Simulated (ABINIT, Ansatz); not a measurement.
## Converging GW for AlH3 (R-3c) in ABINIT

Aim: raise bands and screening cutoff together for AlH3 (R-3c) and follow gap and time.

Program: ABINIT 10.8.3. Level of theory: LDA and many-body steps on it, plane waves. Results are calculated unless marked as measured.

## (1) The starting structure

It takes space group R-3c (No. 167, trigonal). Conventional cell: a = 4.449 Å, b = 4.449 Å, c = 11.804 Å, α = 90.00°, β = 90.00°, γ = 120.00°. Al has 6 H at 1.72 Å nearest. H has 2 Al at 1.72 Å nearest. Farther neighbours are not listed.

The cell and positions come from the Crystallography Open Database and are kept as given unless a step says otherwise.

## (2) Empty states on the mesh, 4×4×4 mesh, 167 bands

This step: ABINIT 10.8.3; DFT, LDA, plane waves, norm-conserving pseudopotentials.

The sums over transitions need many empty states on a uniform mesh; this step solves for them.

run.abi reads:

```
acell 3*1.0 Angstrom
rprim 
  2.224650000012 1.284402276382 3.934566666693
  -2.224650000012 1.284402276382 3.934566666693
  -0.000000000000 -2.568804552697 3.934566666715
ntypat 2
znucl 13 1
natom 8
typat 1 1 2 2 2 2 2 2
xred 
  0.000000000000 0.000000000000 -0.000000000000
  0.500000000000 0.500000000000 0.500000000000
  0.878000000000 0.622000000000 0.250000000000
  0.250000000000 0.878000000000 0.622000000000
  0.622000000000 0.250000000000 0.878000000000
  0.122000000000 0.378000000000 0.750000000000
  0.750000000000 0.122000000000 0.378000000000
  0.378000000000 0.750000000000 0.122000000000
pp_dirpath "pseudos"
pseudos "Al.upf, H.upf"
ecut 31
ngkpt 4 4 4
nshiftk 1
shiftk 0 0 0
kptopt 1
chksymbreak 0
irdden 1
istwfk *1
nband 167
prtvol 0
optdriver 6
gwr_task "HDIAGO"
paral_kgb 0
occopt 1
indata_prefix "in"
outdata_prefix "out"
tmpdata_prefix "tmp"
```

Launch:

```bash
$ OMP_NUM_THREADS=1 mpirun -n 4 abinit run.abi > log
```

Output:

```text
.Version 10.8.3 of ABINIT. v10.8.2 released Aug 2026.

 Symmetries : space group R-3 c (#167); Bravais hR (rhombohedral)
[... echo of the input left out ...]
== DATASET  1 ==================================================================
-   mpi_nproc: 4, omp_nthreads: 1 (-1 if OMP is not activated)

--- !DatasetInfo
iteration_state: {dtset: 1, }
dimensions: {natom: 8, nkpt: 13, mband: 167, nsppol: 1, nspinor: 1, nspden: 1, mpw: 3775, }
cutoff_energies: {ecut:  31.0, pawecutdg:  -1.0, }
[...]
Indirect band gap semiconductor
 Fundamental gap:     1.946 (eV)
   VBM:     0.827 (eV) at k: [ 2.5000E-01,  2.5000E-01,  0.0000E+00]
   CBM:     2.774 (eV) at k: [ 0.0000E+00,  0.0000E+00,  0.0000E+00]
 Direct gap:         1.995 (eV) at k: [ 0.0000E+00,  0.0000E+00,  0.0000E+00]

== END DATASET(S) ==============================================================
================================================================================

 -outvars: echo values of variables after computation  --------
           etotal      0.0000000000E+00
            nband         167
             nkpt          13
          spgroup         167
 [... the other variables as echoed above ...]

 Calculation completed.
```

The job ended after 3.3 min (4 MPI ranks of Intel Xeon Platinum 8259CL at 2.50GHz (Skylake/Cascade Lake), shared host; peak memory 3.3 GiB).

Numbers from this step:

```yaml
gap: 1.946 eV
k_of_the_valence_top: 0.25, 0.25, 0
k_of_the_conduction_bottom: 0, 0, 0
least_direct_gap: 1.995 eV
k_points_computed: 13
lowest_point_of_the_top_converged_band_above_the_valence_top: 91.4412 eV
```

On this mesh the gap is 1.946 eV.

The density comes from a self-consistent run that is not shown.

## (3) Screening, 4×4×4 mesh, 25 bands, screening to 62.6 eV

The RPA dielectric matrix is built and inverted for each q.

This step: RPA screening on LDA, plane waves, norm-conserving pseudopotentials.

run.abi, as its differences from that of step 2:

```diff
@@ -26,10 +26,11 @@
 chksymbreak 0
-irdden 1
 istwfk *1
-nband 167
-prtvol 0
-optdriver 6
-gwr_task "HDIAGO"
-paral_kgb 0
 occopt 1
+irdwfk 1
+optdriver 3
+nband 25
+ecuteps 2.3
+inclvkb 2
+awtr 1
+symchi 1
 indata_prefix "in"
```

Output:

```text
.Version 10.8.3 of ABINIT. v10.8.2 released Aug 2026.

 Symmetries : space group R-3 c (#167); Bravais hR (rhombohedral)
[... echo of the input left out ...]
== DATASET  1 ==================================================================
-   mpi_nproc: 4, omp_nthreads: 1 (-1 if OMP is not activated)

--- !DatasetInfo
iteration_state: {dtset: 1, }
dimensions: {natom: 8, nkpt: 13, mband: 25, nsppol: 1, nspinor: 1, nspden: 1, mpw: 3775, }
cutoff_energies: {ecut:  31.0, pawecutdg:  -1.0, }
electrons: {nelect:   1.20000000E+01, charge:   0.00000000E+00, occopt:   1.00000000E+00, tsmear:   1.00000000E-02, }

 SCREENING: Calculation of the susceptibility and dielectric matrices

 Based on a program developped by R.W. Godby, V. Olevano, G. Onida, and L. Reining.
 Incorporated in ABINIT by V. Olevano, G.-M. Rignanese, and M. Torrent.
.Using double precision arithmetic ; gwpc =  8

[... cell and pseudopotentials left out ...]
--------------------------------------------------------------------------------

 ==== K-mesh for the wavefunctions ====
 Number of points in the irreducible wedge :    13
[... list of points left out ...]
 Together with 12 symmetry operations and time-reversal symmetry
 yields    64 points in the full Brillouin Zone.

 ==== Q-mesh for the screening function ====
 Number of points in the irreducible wedge :    13
[... list of points left out ...]
 Together with 12 symmetry operations and time-reversal symmetry
 yields    64 points in the full Brillouin Zone.

 setmesh: FFT mesh size selected  =    30x   30x   30
          total number of points  =        27000

 vcoul_init : cutoff-mode = AUXILIARY_FUNCTION
 q-points for optical limit:   1
     1)      0.000010    0.000020    0.000030

- screening: taking advantage of time-reversal symmetry
- Maximum band index for partially occupied states nbvw = 6
- Remaining bands to be divided among processors   nbcw = 19
- Number of bands treated by each node ~4

 Number of electrons calculated from density =   12.0000; Expected =   12.0000
 average of density, n =  0.026362
 r_s =    2.0844
 omega_plasma =   15.6618 [eV]

 calculating chi0 at frequencies [eV] :
  1    0.000000E+00    0.000000E+00
  2    0.000000E+00    1.566183E+01

--------------------------------------------------------------------------------
  q-point number  1        q = ( 0.000000, 0.000000, 0.000000) [r.l.u.]
--------------------------------------------------------------------------------
[... chi0 elements left out ...]
 For q-point:  0.000010 0.000020 0.000030
  dielectric constant =   4.6205
  dielectric constant without local fields =   5.1305

  Average fulfillment of the sum rule on Im[epsilon] for q-point    1 :     44.26  [%]
[... wings left out ...]
  q-point number  2        q = ( 0.250000, 0.000000, 0.000000) [r.l.u.]
--------------------------------------------------------------------------------
[... chi0 elements left out ...]
  Average fulfillment of the sum rule on Im[epsilon] for q-point    2 :     73.32  [%]

 [... 11 further q-points ...]
```

Run time: 12 s. Hardware: 4 MPI ranks; peak memory 0.74 GiB; 45 s of CPU time.

Numbers from this step:

| Property | Result |
| --- | --- |
| ε∞ with local fields, on this mesh, along the program's q direction | 4.620 |
| the same without local fields | 5.130 |
| plasma frequency | 15.66 eV |
| plane waves in the screening matrix | 65 |

Local fields lower ε∞ by 10 %.

## (4) 25 bands, 62.6 eV

The self-energy is evaluated for the states that the input lists, and the levels follow from it, in one-shot runs by the linearised quasiparticle equation.

This step: G0W0 on LDA, plane waves, norm-conserving pseudopotentials.

run.abi, as its differences from that of step 3:

```diff
@@ -29,8 +29,17 @@
 irdwfk 1
-optdriver 3
+optdriver 4
 nband 25
+gwcalctyp 0
+ecutsigx 31
+symsigma 1
+nkptgw 2
+kptgw 
+  0.2500000000 0.2500000000 0.0000000000
+  0.0000000000 0.0000000000 0.0000000000
+bdgw 
+  5 8
+  5 8
 ecuteps 2.3
-inclvkb 2
-awtr 1
-symchi 1
+irdscr 1
+ppmodel 1
 indata_prefix "in"
```

Output:

```text
.Version 10.8.3 of ABINIT. v10.8.2 released Aug 2026.

 Symmetries : space group R-3 c (#167); Bravais hR (rhombohedral)
[... echo of the input left out ...]
== DATASET  1 ==================================================================
-   mpi_nproc: 4, omp_nthreads: 1 (-1 if OMP is not activated)

--- !DatasetInfo
iteration_state: {dtset: 1, }
dimensions: {natom: 8, nkpt: 13, mband: 25, nsppol: 1, nspinor: 1, nspden: 1, mpw: 3775, }
cutoff_energies: {ecut:  31.0, pawecutdg:  -1.0, }
electrons: {nelect:   1.20000000E+01, charge:   0.00000000E+00, occopt:   1.00000000E+00, tsmear:   1.00000000E-02, }

 SIGMA: Calculation of the GW corrections

 Based on a program developped by R.W. Godby, V. Olevano, G. Onida, and L. Reining.
 Incorporated in ABINIT by V. Olevano, G.-M. Rignanese, and M. Torrent.
.Using double precision arithmetic ; gwpc =  8

[... cell and pseudopotentials left out ...]
--------------------------------------------------------------------------------

 ==== K-mesh for the wavefunctions ====
 Number of points in the irreducible wedge :    13
[... list of points left out ...]
 Together with 12 symmetry operations and time-reversal symmetry
 yields    64 points in the full Brillouin Zone.

 ==== Q-mesh for screening function ====
 Number of points in the irreducible wedge :    13
[... list of points left out ...]
 Together with 12 symmetry operations and time-reversal symmetry
 yields    64 points in the full Brillouin Zone.

 vcoul_init : cutoff-mode = AUXILIARY_FUNCTION
 q-points for optical limit:   1
     1)      0.000010    0.000020    0.000030
 setmesh: FFT mesh size selected  =    48x   48x   48
          total number of points  =       110592

 Number of electrons calculated from density =   12.0000; Expected =   12.0000
 average of density, n =  0.026362
 r_s =    2.0844
 omega_plasma =   15.6618 [eV]

 === KS Band Gaps ===
  >>>> For spin  1
   Minimum direct gap =   1.9949 [eV], located at k-point      :   0.0000  0.0000  0.0000
   Fundamental gap    =   1.9463 [eV], Top of valence bands at :   0.2500  0.2500  0.0000
                                       Bottom of conduction at :   0.0000  0.0000  0.0000
 SIGMA fundamental parameters:
 PLASMON POLE MODEL  1
 number of plane-waves for SigmaX                 3775
 number of plane-waves for SigmaC and W             65
 number of plane-waves for wavefunctions          3775
 number of bands                                    25
 number of independent spin polarizations            1
 number of spinorial components                      1
 number of k-points in IBZ                          13
 number of q-points in IBZ                          13
 number of symmetry operations                      12
 number of k-points in BZ                           64
 number of q-points in BZ                           64
 number of frequencies for dSigma/dE                 9
 frequency step for dSigma/dE [eV]                0.25
 number of omega for Sigma on real axis              0
 max omega for Sigma on real axis  [eV]           0.00
 zcut for avoiding poles [eV]                     0.10

 EPSILON^-1 parameters (SCR file):
 dimension of the eps^-1 matrix on file             65
 dimension of the eps^-1 matrix used                65
 number of plane-waves for wavefunctions          3775
 number of bands                                    25
 number of q-points in IBZ                          13
 number of frequencies                               2
 number of real frequencies                          1
 number of imag frequencies                          1

 matrix elements of self-energy operator (all in [eV])

 Perturbative Calculation

--- !SelfEnergy_ee
iteration_state: {dtset: 1, }
kpoint     : [   0.250,    0.250,    0.000, ]
spin       : 1
KS_gap     :    4.134
QP_gap     :    5.926
Delta_QP_KS:    1.792
data: !SigmaeeData |
     Band     E0 <VxcDFT>   SigX SigC(E0)      Z dSigC/dE  Sig(E)    E-E0       E
        5  -1.121 -10.955 -14.879   3.055   0.773  -0.293 -11.628  -0.672  -1.793
        6   0.827 -11.517 -14.806   2.651   0.792  -0.263 -12.023  -0.505   0.322
        7   4.962 -10.117  -5.795  -2.721   0.804  -0.244  -8.830   1.287   6.249
        8   6.316  -8.484  -3.854  -3.073   0.821  -0.219  -7.206   1.278   7.594

--- !SelfEnergy_ee
iteration_state: {dtset: 1, }
kpoint     : [   0.000,    0.000,    0.000, ]
spin       : 1
KS_gap     :    1.995
QP_gap     :    3.781
Delta_QP_KS:    1.787
data: !SigmaeeData |
     Band     E0 <VxcDFT>   SigX SigC(E0)      Z dSigC/dE  Sig(E)    E-E0       E
        5   0.779 -11.714 -15.141   2.751   0.790  -0.265 -12.249  -0.535   0.244
        6   0.779 -11.714 -15.141   2.751   0.790  -0.265 -12.249  -0.535   0.244
        7   2.774  -9.614  -5.518  -2.548   0.809  -0.236  -8.362   1.252   4.026
        8   6.452  -8.209  -3.402  -3.191   0.822  -0.217  -6.881   1.328   7.780

== END DATASET(S) ==============================================================
================================================================================

 -outvars: echo values of variables after computation  --------
           etotal      0.0000000000E+00
            nband          25
             nkpt          13
          spgroup         167
 [... the other variables as echoed above ...]

 Calculation completed.
```

Run time: 5.6 s. Hardware: 4 MPI ranks; peak memory 0.67 GiB; 21 s of CPU time.

This step gave:

| Property | Result |
| --- | --- |
| G0W0 gap on the points computed | 3.704 eV |
| starting gap on the mesh | 1.946 eV |
| k of the valence top | 0.25, 0.25, 0 |
| k of the conduction bottom | 0, 0, 0 |
| Z at the valence top | 0.792 |
| Z at the conduction bottom | 0.809 |
| least direct G0W0 gap on the computed points | 3.782 eV |

The gap on the mesh goes from 1.95 eV to 3.70 eV, a correction of +1.76 eV.

## (5) Screening, 4×4×4 mesh, 68 bands, screening to 114.3 eV

This step: RPA screening on LDA, plane waves, norm-conserving pseudopotentials.

run.abi, as its differences from that of step 4:

```diff
@@ -29,17 +29,8 @@
 irdwfk 1
-optdriver 4
-nband 25
-gwcalctyp 0
-ecutsigx 31
-symsigma 1
-nkptgw 2
-kptgw 
-  0.2500000000 0.2500000000 0.0000000000
-  0.0000000000 0.0000000000 0.0000000000
-bdgw 
-  5 8
-  5 8
-ecuteps 2.3
-irdscr 1
-ppmodel 1
+optdriver 3
+nband 68
+ecuteps 4.2
+inclvkb 2
+awtr 1
+symchi 1
 indata_prefix "in"
```

Output:

```text
.Version 10.8.3 of ABINIT. v10.8.2 released Aug 2026.

 Symmetries : space group R-3 c (#167); Bravais hR (rhombohedral)
[... echo of the input left out ...]
== DATASET  1 ==================================================================
-   mpi_nproc: 4, omp_nthreads: 1 (-1 if OMP is not activated)

--- !DatasetInfo
iteration_state: {dtset: 1, }
dimensions: {natom: 8, nkpt: 13, mband: 68, nsppol: 1, nspinor: 1, nspden: 1, mpw: 3775, }
cutoff_energies: {ecut:  31.0, pawecutdg:  -1.0, }
electrons: {nelect:   1.20000000E+01, charge:   0.00000000E+00, occopt:   1.00000000E+00, tsmear:   1.00000000E-02, }

 SCREENING: Calculation of the susceptibility and dielectric matrices

 Based on a program developped by R.W. Godby, V. Olevano, G. Onida, and L. Reining.
 Incorporated in ABINIT by V. Olevano, G.-M. Rignanese, and M. Torrent.
.Using double precision arithmetic ; gwpc =  8

[... cell and pseudopotentials left out ...]
--------------------------------------------------------------------------------

 ==== K-mesh for the wavefunctions ====
 Number of points in the irreducible wedge :    13
[... list of points left out ...]
 Together with 12 symmetry operations and time-reversal symmetry
 yields    64 points in the full Brillouin Zone.

 ==== Q-mesh for the screening function ====
 Number of points in the irreducible wedge :    13
[... list of points left out ...]
 Together with 12 symmetry operations and time-reversal symmetry
 yields    64 points in the full Brillouin Zone.

 setmesh: FFT mesh size selected  =    32x   32x   32
          total number of points  =        32768

 vcoul_init : cutoff-mode = AUXILIARY_FUNCTION
 q-points for optical limit:   1
     1)      0.000010    0.000020    0.000030

- screening: taking advantage of time-reversal symmetry
- Maximum band index for partially occupied states nbvw = 6
- Remaining bands to be divided among processors   nbcw = 62
- Number of bands treated by each node ~15

 Number of electrons calculated from density =   12.0000; Expected =   12.0000
 average of density, n =  0.026362
 r_s =    2.0844
 omega_plasma =   15.6618 [eV]

 calculating chi0 at frequencies [eV] :
  1    0.000000E+00    0.000000E+00
  2    0.000000E+00    1.566183E+01

--------------------------------------------------------------------------------
  q-point number  1        q = ( 0.000000, 0.000000, 0.000000) [r.l.u.]
--------------------------------------------------------------------------------
[... chi0 elements left out ...]
 For q-point:  0.000010 0.000020 0.000030
  dielectric constant =   4.6163
  dielectric constant without local fields =   5.1466

  Average fulfillment of the sum rule on Im[epsilon] for q-point    1 :     78.76  [%]
[... wings left out ...]
  q-point number  2        q = ( 0.250000, 0.000000, 0.000000) [r.l.u.]
--------------------------------------------------------------------------------
[... chi0 elements left out ...]
  Average fulfillment of the sum rule on Im[epsilon] for q-point    2 :     89.01  [%]

 [... 11 further q-points ...]
```

It took 40 s on 4 MPI ranks; peak memory 1.1 GiB.

This step gave:

| Property | Result |
| --- | --- |
| ε∞ with local fields, on this mesh, along the program's q direction | 4.616 |
| the same without local fields | 5.147 |
| plasma frequency | 15.66 eV |
| plane waves in the screening matrix | 175 |

[end of part 1 of 2]

[Paths, hosts, dates, memory and timing lines, banners, echoed tables and standing remarks are left out of the program output.]

[Logs are printed without paths, hosts, clocks, repeated set-up lines and the standing remarks that a program may print on its own settings, such as how far it seeks lower states.]

[Runs of the session that timed out or met a known fault of the program may be left out.]

[Hosts, paths, dates, database ids (printed as entryN), source tags and the programs' standing remarks are cut or masked in the printed files.]

[G0W0 gaps are taken among the corrected bands and points alone; a level outside them can change the order at an edge.]

[Where Ansatz stands beside ABINIT at settings called matched, ABINIT's density can come from a denser mesh and the files from another edition; pairs whose starting gaps differed by over 0.03 eV were left out, so agreement reads better than it is.]
